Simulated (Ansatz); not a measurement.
**MgAgCl3: relaxing a made-up structure**

Starting from a made-up structure for MgAgCl3, the aim is the relaxed cell, its shortest contacts and, where a second run follows, its electronic structure.

Method: DFT, PBEsol, plane-wave PAW, files of the set soft_1, scalar-relativistic, no spin, cell and ions relaxed at zero pressure; PAW set soft_1, in the first sound run; inputs show where later runs differ, in Ansatz 0.2.0.

### Step 1. The starting structure

Symmetry: Pm-3m, No. 221, cubic system. The conventional cell has a = 4.556 Å, b = 4.556 Å, c = 4.556 Å, α = 90.00°, β = 90.00°, γ = 90.00°. Ag has 12 Cl at 3.22 Å nearest. Cl has 2 Mg at 2.28 Å and 4 Ag at 3.22 Å nearest. Nearest to Mg lie 6 Cl at 2.28 Å. Farther neighbours and most contacts between anions are not listed.

Coordinates:

```cif
data_structure
_symmetry_space_group_name_H-M 'P 1'
_symmetry_Int_Tables_number 1
_cell_length_a 4.5560
_cell_length_b 4.5560
_cell_length_c 4.5560
_cell_angle_alpha 90.000
_cell_angle_beta 90.000
_cell_angle_gamma 90.000
_cell_volume 94.57
loop_
_atom_site_label
_atom_site_type_symbol
_atom_site_fract_x
_atom_site_fract_y
_atom_site_fract_z
_atom_site_occupancy
Ag1 Ag 0.50000 0.50000 0.50000 1
Cl2 Cl 0.00000 0.00000 0.50000 1
Cl3 Cl 0.00000 0.50000 0.00000 1
Cl4 Cl 0.50000 0.00000 0.00000 1
Mg5 Mg 0.00000 0.00000 0.00000 1
```

### Step 2. Relaxing cell and atoms

The guessed cell has no reason to be at equilibrium. It is relaxed with the atoms, within the space group of the guess.

Input file input.yaml:

```yaml
crystal:
  lattice:
    - [4.556, 0.0, 0.0]
    - [0.0, 4.556, 0.0]
    - [0.0, 0.0, 4.556]
  atoms:
    - { symbol: Ag, position: [0.5, 0.5, 0.5] }
    - { symbol: Cl, position: [0.0, 0.0, 0.5] }
    - { symbol: Cl, position: [0.0, 0.5, 0.0] }
    - { symbol: Cl, position: [0.5, 0.0, 0.0] }
    - { symbol: Mg, position: [0.0, 0.0, 0.0] }
kpoints:
  mp_grid: { grid: [6, 6, 6] }
scf:
  occupations: { method: fermi_dirac, width: 0.05 }
hamiltonian:
  xc: pbesol
  pseudopotentials: { kind: paw, azcp: { folder: soft_1 }, xc_functional: pbe }
relax:
  f_tol: 0.015
  max_steps: 70
  cell: {}
output:
  forces: true
  stress: true
```

Run with:

```
$ ansatz run input.yaml --threads 4 --pin off --max-ram 8192MiB --backend cpu --events-out ev --progress --plain --runs-dir out
```

Numbers of over 12 decimals in the logs are rounded to 6 here.

The program printed:

```text
Engine: ansatz 0.2.0, x86_64-unknown-linux-gnu
Pseudopotentials: kind: paw
Pseudopotential: Ag, paw, valence charge 19, recommended cutoff 420 eV (normal), soft_1/Ag.paw.azcp
Pseudopotential: Cl, paw, valence charge 7, recommended cutoff 420 eV (normal), soft_1/Cl.paw.azcp
Pseudopotential: Mg, paw, valence charge 10, recommended cutoff 420 eV (normal), soft_1/Mg.paw.azcp
Functional definition: PBEsol
  exchange = pbesol_x
  correlation = pbesol_c
Crystal: 5 atoms, lattice volume = 94.570 Å³
Basis set: ecut = 420 eV, 1839 PW (Γ), exchange–correlation on 64×64×64 points (8 copies of the dense FFT grid, shifted against one another)
Bands: 30, of which v1, the nominal top of the filled ones, is band 25 counted from 1 (24 counted from 0)
Symmetry: 48 space group operations
Space group: Pm-3m (ITA 221), of the structure as read, at distance tolerance 4.6e-5 Å
k-points: 20 of 216
Non-local potential: Ag, projectors of the file, l = 0: 3, l = 1: 2, l = 2: 2, l = 3: 1
Non-local potential: Cl, projectors of the file, l = 0: 2, l = 1: 2, l = 2: 1
Non-local potential: Mg, projectors of the file, l = 0: 3, l = 1: 2, l = 2: 1
PAW form: soft (Blöchl's): semilocal exchange-correlation on the pseudo side does not see the compensation charge
PAW frozen core: Ag, regenerated for the run's functional, and the local potential with it (the file was generated under x = pbe(κ = 0.804, μ = 0.219515), c = pbe(β = 0.066725))
PAW frozen core: Cl, regenerated for the run's functional, and the local potential with it (the file was generated under x = pbe(κ = 0.804, μ = 0.219515), c = pbe(β = 0.066725))
PAW frozen core: Mg, regenerated for the run's functional, and the local potential with it (the file was generated under x = pbe(κ = 0.804, μ = 0.219515), c = pbe(β = 0.066725))
PAW one-centre angular grid: Ag, 590 points (default); XC on 64 Gauss nodes
PAW one-centre angular grid: Cl, 110 points (default); XC on 64 Gauss nodes
PAW one-centre angular grid: Mg, 110 points (default); XC on 64 Gauss nodes
Initial density: superposition of atomic densities (chi_scale 0.1, normalization cell, long waves kept (reshape's long-wave potential 0.01 eV rms))
Initial wavefunctions: pseudopotential atomic-orbital guess
Functional: x = pbesol(κ = 0.804, μ = 0.123457), c = pbesol(β = 0.046)
SCF iter   1: F=—  HF=-12622.564332 eV  |F-HF|=—  |Δ(HF+E_count)|=         —  Δρ=6.32e-2  dr2=3.77e0  ethr=3.10e-3  ⟨swp⟩=7.6  Hψ=2787  notcnv=0
preconditioner: auto → Resta (q_TF=auto, 2.453 Å⁻¹)  ε∞=4.9  [insulator: Δε(μ)=0.516 eV  Ē_g=11.252 eV  σ=0.050 eV  W_gap=0.98  n_scr=26 (ndim 8)  ℏωp=22.3 eV  f_vac=0.000  D(μ)=0.01/eV (n_scr^D=0)  ε∞_Penn≈4.9]
SCF iter   2: F=—  HF=-12621.311521 eV  |F-HF|=—  |Δ(HF+E_count)|=    1.25e0  Δρ=1.90e-2  dr2=3.43e-1  ethr=3.10e-3  ⟨swp⟩=3.0  Hψ=1423  notcnv=0  defer=14
SCF iter   3: F=—  HF=-12621.235455 eV  |F-HF|=—  |Δ(HF+E_count)|=   7.61e-2  Δρ=8.09e-3  dr2=6.05e-2  ethr=6.85e-4  ⟨swp⟩=3.4  Hψ=1231  notcnv=0  defer=16
SCF iter   4: F=—  HF=-12621.224820 eV  |F-HF|=—  |Δ(HF+E_count)|=   1.06e-2  Δρ=1.42e-3  dr2=2.30e-3  ethr=1.21e-4  ⟨swp⟩=3.0  Hψ=1198  notcnv=0  defer=16
SCF iter   5: F=—  HF=-12621.224427 eV  |F-HF|=—  |Δ(HF+E_count)|=   3.93e-4  Δρ=4.21e-4  dr2=1.45e-4  ethr=4.60e-6  ⟨swp⟩=2.0  Hψ=1063  notcnv=0  defer=16
SCF iter   6: F=—  HF=-12621.224466 eV  |F-HF|=—  |Δ(HF+E_count)|=   3.93e-5  Δρ=8.12e-5  dr2=8.70e-6  ethr=2.90e-7  ⟨swp⟩=2.0  Hψ=921  notcnv=0  defer=16
SCF iter   7: F=—  HF=-12621.224361 eV  |F-HF|=—  |Δ(HF+E_count)|=   1.06e-4  Δρ=1.97e-5  dr2=4.90e-7  ethr=1.74e-8  ⟨swp⟩=2.1  Hψ=1045  notcnv=0  defer=16
SCF iter   8: F=-12621.224361 eV  HF=-12621.224361 eV  |F-HF|=2.65e-9  |Δ(HF+E_count)|=   2.07e-7  Δρ=5.62e-6  dr2=4.47e-8  ethr=2.00e-10  ⟨swp⟩=5.0  Hψ=2296  notcnv=0
SCF 1 converged in 8 iterations: F = -12621.224361 eV  dr2 = 4.47e-8
  greatest PAW one-centre occupation: 1.000 electrons in one spin orbital (limit 2), on the Ag atom at site 0 (counted from 0), in its partial waves of l = 0
relax step   1: F+E_penalty+E_count = -12621.22436084 eV  Δ(F+E_penalty+E_count) = +0.000e0 eV  max|allowed force component| = 1.076e-28 eV/Å  Δτ_max = 0.0000 Å  P = +10.474 GPa  Ω = 94.570 Å³  (8 SCF iters, dr2 threshold 1.00e-7 eV, accepted)
Crystal: 5 atoms, lattice volume = 103.669 Å³
Basis set: ecut = 420 eV, 2007 PW (Γ), exchange–correlation on 64×64×64 points (8 copies of the dense FFT grid, shifted against one another)
Initial density: handed on by an earlier stage of this run
Initial wavefunctions: those handed on with the density
iter 1 solved again at ethr=5.50e-5 eV; its pass at ethr=3.10e-3 eV (dr2=2.75e-2 eV) is discarded
SCF iter   1: F=—  HF=-12621.632171 eV  |F-HF|=—  |Δ(HF+E_count)|=         —  Δρ=4.00e-3  dr2=2.65e-2  ethr=5.50e-5  ⟨swp⟩=2.0  Hψ=3395  notcnv=0
preconditioner: auto → Resta (q_TF=auto, 2.416 Å⁻¹)  ε∞=5.1  [insulator: Δε(μ)=1.462 eV  Ē_g=10.522 eV  σ=0.050 eV  W_gap=1.00  n_scr=26 (ndim 8)  ℏωp=21.3 eV  f_vac=0.012  D(μ)=0.00/eV (n_scr^D=0)  ε∞_Penn≈5.1]
SCF iter   2: F=—  HF=-12621.623102 eV  |F-HF|=—  |Δ(HF+E_count)|=   9.07e-3  Δρ=2.39e-3  dr2=8.82e-3  ethr=5.29e-5  ⟨swp⟩=2.3  Hψ=925  notcnv=0
SCF iter   3: F=—  HF=-12621.619473 eV  |F-HF|=—  |Δ(HF+E_count)|=   3.63e-3  Δρ=7.29e-4  dr2=9.53e-4  ethr=1.76e-5  ⟨swp⟩=2.1  Hψ=997  notcnv=0
SCF iter   4: F=—  HF=-12621.619153 eV  |F-HF|=—  |Δ(HF+E_count)|=   3.20e-4  Δρ=2.82e-4  dr2=8.67e-5  ethr=1.91e-6  ⟨swp⟩=2.0  Hψ=1034  notcnv=0
SCF iter   5: F=—  HF=-12621.619066 eV  |F-HF|=—  |Δ(HF+E_count)|=   8.66e-5  Δρ=7.68e-5  dr2=6.63e-6  ethr=1.73e-7  ⟨swp⟩=2.0  Hψ=966  notcnv=0
SCF iter   6: F=—  HF=-12621.619067 eV  |F-HF|=—  |Δ(HF+E_count)|=   8.59e-7  Δρ=2.22e-5  dr2=5.64e-7  ethr=1.33e-8  ⟨swp⟩=2.0  Hψ=1055  notcnv=0
SCF iter   7: F=-12621.619068 eV  HF=-12621.619068 eV  |F-HF|=4.20e-9  |Δ(HF+E_count)|=   3.69e-7  Δρ=5.04e-6  dr2=2.30e-8  ethr=1.00e-9  ⟨swp⟩=4.2  Hψ=2023  notcnv=0
SCF 2 converged in 7 iterations: F = -12621.619068 eV  dr2 = 2.30e-8
  greatest PAW one-centre occupation: 1.001 electrons in one spin orbital (limit 2), on the Ag atom at site 0 (counted from 0), in its partial waves of l = 0
relax step   2: F+E_penalty+E_count = -12621.61906756 eV  Δ(F+E_penalty+E_count) = -3.947e-1 eV  max|allowed force component| = 2.007e-29 eV/Å  Δτ_max = 0.0000 Å  P = +3.974 GPa  Ω = 103.669 Å³  energy of the carried Pulay correction = -1.270e-3 eV  (7 SCF iters, dr2 threshold 5.00e-7 eV, accepted)
Crystal: 5 atoms, lattice volume = 110.141 Å³
Basis set: ecut = 420 eV, 2109 PW (Γ), exchange–correlation on 64×64×64 points (8 copies of the dense FFT grid, shifted against one another)
iter 1 solved again at ethr=2.48e-5 eV; its pass at ethr=3.10e-3 eV (dr2=1.24e-2 eV) is discarded
SCF iter   1: F=—  HF=-12621.718721 eV  |F-HF|=—  |Δ(HF+E_count)|=         —  Δρ=2.52e-3  dr2=1.21e-2  ethr=2.48e-5  ⟨swp⟩=2.0  Hψ=3353  notcnv=0
preconditioner: auto → Resta (q_TF=auto, 2.392 Å⁻¹)  ε∞=5.0  [insulator: Δε(μ)=1.512 eV  Ē_g=10.287 eV  σ=0.050 eV  W_gap=1.00  n_scr=26 (ndim 8)  ℏωp=20.6 eV  f_vac=0.015  D(μ)=0.00/eV (n_scr^D=0)  ε∞_Penn≈5.0]
SCF iter   2: F=—  HF=-12621.714571 eV  |F-HF|=—  |Δ(HF+E_count)|=   4.15e-3  Δρ=1.48e-3  dr2=3.72e-3  ethr=2.42e-5  ⟨swp⟩=2.5  Hψ=961  notcnv=0
SCF iter   3: F=—  HF=-12621.712988 eV  |F-HF|=—  |Δ(HF+E_count)|=   1.58e-3  Δρ=4.72e-4  dr2=4.86e-4  ethr=7.45e-6  ⟨swp⟩=2.8  Hψ=1103  notcnv=0
SCF iter   4: F=—  HF=-12621.712721 eV  |F-HF|=—  |Δ(HF+E_count)|=   2.67e-4  Δρ=1.64e-4  dr2=3.31e-5  ethr=9.72e-7  ⟨swp⟩=2.1  Hψ=933  notcnv=0
SCF iter   5: F=—  HF=-12621.712724 eV  |F-HF|=—  |Δ(HF+E_count)|=   2.65e-6  Δρ=4.18e-5  dr2=2.24e-6  ethr=6.62e-8  ⟨swp⟩=2.2  Hψ=1001  notcnv=0
SCF iter   6: F=-12621.712725 eV  HF=-12621.712725 eV  |F-HF|=9.74e-8  |Δ(HF+E_count)|=   9.25e-7  Δρ=9.61e-6  dr2=1.44e-7  ethr=1.00e-9  ⟨swp⟩=5.0  Hψ=2222  notcnv=0
SCF 3 converged in 6 iterations: F = -12621.712725 eV  dr2 = 1.44e-7
relax step   3: F+E_penalty+E_count = -12621.71272494 eV  Δ(F+E_penalty+E_count) = -9.366e-2 eV  max|allowed force component| = 3.769e-29 eV/Å  Δτ_max = 0.0000 Å  P = +0.871 GPa  Ω = 110.141 Å³  energy of the carried Pulay correction = -2.105e-3 eV  (6 SCF iters, dr2 threshold 5.00e-7 eV, accepted)
Crystal: 5 atoms, lattice volume = 112.103 Å³
iter 1 solved again at ethr=4.04e-6 eV; its pass at ethr=3.10e-3 eV (dr2=2.02e-3 eV) is discarded
SCF iter   1: F=—  HF=-12621.719022 eV  |F-HF|=—  |Δ(HF+E_count)|=         —  Δρ=7.31e-4  dr2=1.05e-3  ethr=4.04e-6  ⟨swp⟩=2.0  Hψ=3060  notcnv=0
preconditioner: auto → Resta (q_TF=auto, 2.385 Å⁻¹)  ε∞=5.0  [insulator: Δε(μ)=1.497 eV  Ē_g=10.223 eV  σ=0.050 eV  W_gap=1.00  n_scr=26 (ndim 8)  ℏωp=20.4 eV  f_vac=0.015  D(μ)=0.00/eV (n_scr^D=0)  ε∞_Penn≈5.0]
SCF iter   2: F=—  HF=-12621.718678 eV  |F-HF|=—  |Δ(HF+E_count)|=   3.44e-4  Δρ=4.19e-4  dr2=3.10e-4  ethr=2.11e-6  ⟨swp⟩=2.9  Hψ=1038  notcnv=0
SCF iter   3: F=—  HF=-12621.718424 eV  |F-HF|=—  |Δ(HF+E_count)|=   2.54e-4  Δρ=1.38e-4  dr2=4.31e-5  ethr=6.20e-7  ⟨swp⟩=2.9  Hψ=1073  notcnv=0
SCF iter   4: F=—  HF=-12621.718408 eV  |F-HF|=—  |Δ(HF+E_count)|=   1.55e-5  Δρ=4.77e-5  dr2=3.00e-6  ethr=8.63e-8  ⟨swp⟩=2.2  Hψ=922  notcnv=0
SCF iter   5: F=-12621.718409 eV  HF=-12621.718408 eV  |F-HF|=9.77e-8  |Δ(HF+E_count)|=   1.45e-7  Δρ=1.34e-5  dr2=2.14e-7  ethr=1.00e-9  ⟨swp⟩=5.0  Hψ=2339  notcnv=0
SCF 4 converged in 5 iterations: F = -12621.718409 eV  dr2 = 2.14e-7
relax step   4: F+E_penalty+E_count = -12621.71840859 eV  Δ(F+E_penalty+E_count) = -5.684e-3 eV  max|allowed force component| = 2.726e-29 eV/Å  Δτ_max = 0.0000 Å  P = +0.109 GPa  Ω = 112.103 Å³  energy of the carried Pulay correction = -2.348e-3 eV  (5 SCF iters, dr2 threshold 5.00e-7 eV, accepted)
Crystal: 5 atoms, lattice volume = 112.390 Å³
Basis set: ecut = 420 eV, 2205 PW (Γ), exchange–correlation on 64×64×64 points (8 copies of the dense FFT grid, shifted against one another)
iter 1 solved again at ethr=1.02e-7 eV; its pass at ethr=3.10e-3 eV (dr2=5.12e-5 eV) is discarded
SCF iter   1: F=—  HF=-12621.718613 eV  |F-HF|=—  |Δ(HF+E_count)|=         —  Δρ=1.04e-4  dr2=2.38e-5  ethr=1.02e-7  ⟨swp⟩=2.0  Hψ=2971  notcnv=0
preconditioner: auto → Resta (q_TF=auto, 2.384 Å⁻¹)  ε∞=5.0  [insulator: Δε(μ)=1.487 eV  Ē_g=10.215 eV  σ=0.050 eV  W_gap=1.00  n_scr=26 (ndim 8)  ℏωp=20.4 eV  f_vac=0.015  D(μ)=0.00/eV (n_scr^D=0)  ε∞_Penn≈5.0]
SCF iter   2: F=—  HF=-12621.718477 eV  |F-HF|=—  |Δ(HF+E_count)|=   1.36e-4  Δρ=5.95e-5  dr2=6.80e-6  ethr=4.76e-8  ⟨swp⟩=2.1  Hψ=921  notcnv=0
SCF iter   3: F=—  HF=-12621.718475 eV  |F-HF|=—  |Δ(HF+E_count)|=   2.55e-6  Δρ=2.03e-5  dr2=1.09e-6  ethr=1.36e-8  ⟨swp⟩=3.0  Hψ=1095  notcnv=0
SCF iter   4: F=—  HF=-12621.718474 eV  |F-HF|=—  |Δ(HF+E_count)|=   3.41e-7  Δρ=6.73e-6  dr2=6.23e-8  ethr=2.17e-9  ⟨swp⟩=2.4  Hψ=977  notcnv=0
SCF iter   5: F=-12621.718474 eV  HF=-12621.718474 eV  |F-HF|=1.09e-11  |Δ(HF+E_count)|=   9.92e-9  Δρ=2.26e-6  dr2=5.44e-9  ethr=5.94e-11  ⟨swp⟩=5.0  Hψ=2275  notcnv=0
SCF 5 converged in 5 iterations: F = -12621.718474 eV  dr2 = 5.44e-9
relax step   5: F+E_penalty+E_count = -12621.71847445 eV  Δ(F+E_penalty+E_count) = -6.586e-5 eV  max|allowed force component| = 1.681e-29 eV/Å  Δτ_max = 0.0000 Å  P = +0.004 GPa  Ω = 112.390 Å³  energy of the carried Pulay correction = -2.383e-3 eV  (5 SCF iters, dr2 threshold 2.97e-8 eV, accepted)
Basis set: ecut = 420 eV, 2205 PW (Γ), exchange–correlation on 72×72×72 points (8 copies of the dense FFT grid, shifted against one another)
Initial wavefunctions: pseudopotential atomic-orbital guess (no wavefunctions were taken with the density)
iter 1 solved again at ethr=5.78e-7 eV; its pass at ethr=3.10e-3 eV (dr2=2.89e-4 eV) is discarded
SCF iter   1: F=—  HF=-12621.719748 eV  |F-HF|=—  |Δ(HF+E_count)|=         —  Δρ=3.53e-4  dr2=5.57e-6  ethr=5.78e-7  ⟨swp⟩=3.4  Hψ=4349  notcnv=0
preconditioner: auto → Resta (q_TF=auto, 2.384 Å⁻¹)  ε∞=5.0  [insulator: Δε(μ)=1.485 eV  Ē_g=10.214 eV  σ=0.050 eV  W_gap=1.00  n_scr=26 (ndim 8)  ℏωp=20.4 eV  f_vac=0.018  D(μ)=0.00/eV (n_scr^D=0)  ε∞_Penn≈5.0]
SCF iter   2: F=—  HF=-12621.720343 eV  |F-HF|=—  |Δ(HF+E_count)|=   5.95e-4  Δρ=1.78e-4  dr2=1.48e-6  ethr=1.11e-8  ⟨swp⟩=2.4  Hψ=1052  notcnv=0
SCF iter   3: F=—  HF=-12621.720529 eV  |F-HF|=—  |Δ(HF+E_count)|=   1.86e-4  Δρ=3.07e-5  dr2=7.63e-8  ethr=2.97e-9  ⟨swp⟩=2.0  Hψ=951  notcnv=0
SCF iter   4: F=—  HF=-12621.720533 eV  |F-HF|=—  |Δ(HF+E_count)|=   4.48e-6  Δρ=1.98e-6  dr2=3.30e-9  ethr=1.53e-10  ⟨swp⟩=2.0  Hψ=1050  notcnv=0
SCF iter   5: F=—  HF=-12621.720533 eV  |F-HF|=—  |Δ(HF+E_count)|=   3.90e-9  Δρ=5.42e-7  dr2=3.95e-10  ethr=6.61e-12  ⟨swp⟩=2.0  Hψ=939  notcnv=0
SCF iter   6: F=-12621.720533 eV  HF=-12621.720533 eV  |F-HF|=3.64e-11  |Δ(HF+E_count)|=  2.91e-11  Δρ=1.51e-7  dr2=3.97e-11  ethr=1.00e-12  ⟨swp⟩=5.0  Hψ=2276  notcnv=0
SCF 6 converged in 6 iterations: F = -12621.720533 eV  dr2 = 3.97e-11
relax step   6: F+E_penalty+E_count = -12621.72053307 eV  Δ(F+E_penalty+E_count) = -2.059e-3 eV  max|allowed force component| = 4.041e-29 eV/Å  Δτ_max = 0.0000 Å  P = +0.005 GPa  Ω = 112.390 Å³  stress off target by 4.86e-3 GPa  SCF on the basis re-selected at this cell (its energy is not comparable with the rows above)  (6 SCF iters)
basis re-selected at this cell: Δ(F+E_penalty+E_count) = -2.059e-3 eV, ΔP = +0.001 GPa vs the last step (what re-selecting the basis moved, of the pressure what is left beyond the Pulay correction that the steps carried, after the strain that the cell walked since its last selection, with what the two solves' SCF thresholds leave and, on support functions, any second-order correction that the steps lacked; it is no measure of the basis error at this ecutwfc). The dense FFT grid was sized anew with the basis: this SCF ran on 36×36×36 points, the steps before it on 32×32×32, so part of this shift can come from that change (see relax.cell in the input reference). [rest of the remark cut]
SCF converged after 6 iterations
Free energy (F): -12621.720533 eV
Harris-Foulkes:  -12621.720533 eV  (|F-HF|=3.64e-11)
Internal energy: -12621.720533 eV  (E = F + TS)
E sigma→0 (E₀):  -12621.720533 eV
Entropy (-TS):   -0.000000 eV (-0.000 meV/atom)
Fermi energy:    4.927719 eV
--- Per-component energies (eV) ---
  E_band       = -810.118450
  E_kinetic    = 998.567401
  E_local      = -5608.622295  (includes V_loc(G=0)·N_el)
  E_nonlocal   = 328.425443
  E_hartree    = 2304.207468
  E_xc         = -500.730209
  E_vxc        = -579.267668  (∫ρ·V_xc dr)
  E_paw        = -6106.722831  (= ΣΔE_a)
  E_vpaw       = -557.636771  (= ΣTr[D̂ρ^β])
  E_aug_tail   = 0.000483  (compensation charges beyond the density's cutoff)
  E_ewald      = -4037.462891
  E_core_change = 0.616899  (= ΣΔE_core)
  E_smearing   = -0.000000  (= −TS)
  E_closure    = -0.000000  (closes the sum)
  Σ components = -12621.720533   (vs F -12621.720533, Δ=0.00e0)
--- Forces (eV/Å), atoms counted from 1 ---
  atom   1  Ag     0.00000000     0.00000000     0.00000000
  atom   2  Cl    -0.00000000    -0.00000000     0.00000000
  atom   3  Cl    -0.00000000     0.00000000     0.00000000
  atom   4  Cl     0.00000000    -0.00000000    -0.00000000
  atom   5  Mg    -0.00000000     0.00000000    -0.00000000
  max |Σ_I F_I| component: 5.04e-29 eV/Å
--- Stress (GPa, compression-positive) ---
        0.004864      -0.000000       0.000000
       -0.000000       0.004864      -0.000000
        0.000000      -0.000000       0.004864
  P = ⅓ Tr σ = 0.0049 GPa (0.049 kbar)
--- Relaxed structure (5 steps of the walk, 5 accepted, 1 SCFs on fresh bases) ---
  F+E_penalty+E_count = -12621.72053307 eV   max|allowed force component| = 4.041e-29 eV/Å   (the final SCF, on the basis selected at the relaxed cell)
  cell:  # Å, volume = 112.3901 Å³
    - [4.825874, 0, 0]
    - [0, 4.825874, 0]
    - [0, 0, 4.825874]
  atoms:
    - { symbol: Ag, position: [0.5, 0.5, 0.5] }
    - { symbol: Cl, position: [0, 0, 0.5] }
    - { symbol: Cl, position: [0, 0.5, 0] }
    - { symbol: Cl, position: [0.5, 0, 0] }
    - { symbol: Mg, position: [0, 0, 0] }
```

Run time: 2.9 s. Hardware: 4 threads of Intel Xeon Platinum 8559C (Emerald Rapids), shared host; peak memory 0.5 GiB.

Step by step:

| step | energy less that of the first step (eV) | largest force component (eV/Å) | pressure (GPa) | volume (Å³) |
| --- | --- | --- | --- | --- |
| 1 | 0.0000 | 0.0000 | 10.47 | 94.57 |
| 2 | -0.3947 | 0.0000 | 3.97 | 103.67 |
| 3 | -0.4884 | 0.0000 | 0.87 | 110.14 |
| 4 | -0.4940 | 0.0000 | 0.11 | 112.10 |
| 5 | -0.4941 | 0.0000 | 0.00 | 112.39 |
| 6* | -0.4962 | 0.0000 | 0.00 | 112.39 |

Relaxation steps marked * repeat the geometry before them on a plane-wave basis chosen anew for their cell, so energy and pressure can jump there.

Forces are held to the 48 operations that the run works with; a distortion that breaks them can't arise in this run.

| conventional cell, symmetrised | before | after | change |
| --- | --- | --- | --- |
| a (Å) | 4.556 | 4.826 | +5.9 % |
| b (Å) | 4.556 | 4.826 | +5.9 % |
| c (Å) | 4.556 | 4.826 | +5.9 % |
| volume (Å³/atom) | 18.91 | 22.48 | +18.8 % |

The relaxed structure:

```xyz
5
Lattice="4.8259 0.0000 0.0000 0.0000 4.8259 0.0000 0.0000 0.0000 4.8259" Properties=species:S:1:pos:R:3 pbc="T T T"
Ag    2.4129    2.4129    2.4129
Cl    0.0000    0.0000    2.4129
Cl    0.0000    2.4129    0.0000
Cl    2.4129    0.0000    0.0000
Mg    0.0000    0.0000    0.0000
```

This step gave:

```yaml
free_energy: -12621.7205 eV
fermi_energy: 4.928 eV
gap_by_band_count: 1.485 eV
electrons: 50
symmetry_operations: 48
pressure: 0.004864 GPa
```

The shortest distance of each pair, which need not be the same contact before and after:

| pair | guess (Å) | relaxed (Å) |
| --- | --- | --- |
| Cl–Mg | 2.278 | 2.413 |
| Ag–Cl | 3.222 | 3.412 |
| Cl–Cl | 3.222 | 3.412 |
| Ag–Mg | 3.946 | 4.179 |
| Ag–Ag | 4.556 | 4.826 |

The relaxation ends with a pressure of 0.00 GPa.

(Continued in part 2 of 2.)

[Logs are printed without paths, hosts, clocks, repeated set-up lines and the standing remarks that a program may print on its own settings, such as how far it seeks lower states.]

[Hosts, paths, dates, database ids (printed as entryN), source tags and the programs' standing remarks are cut or masked in the printed files.]
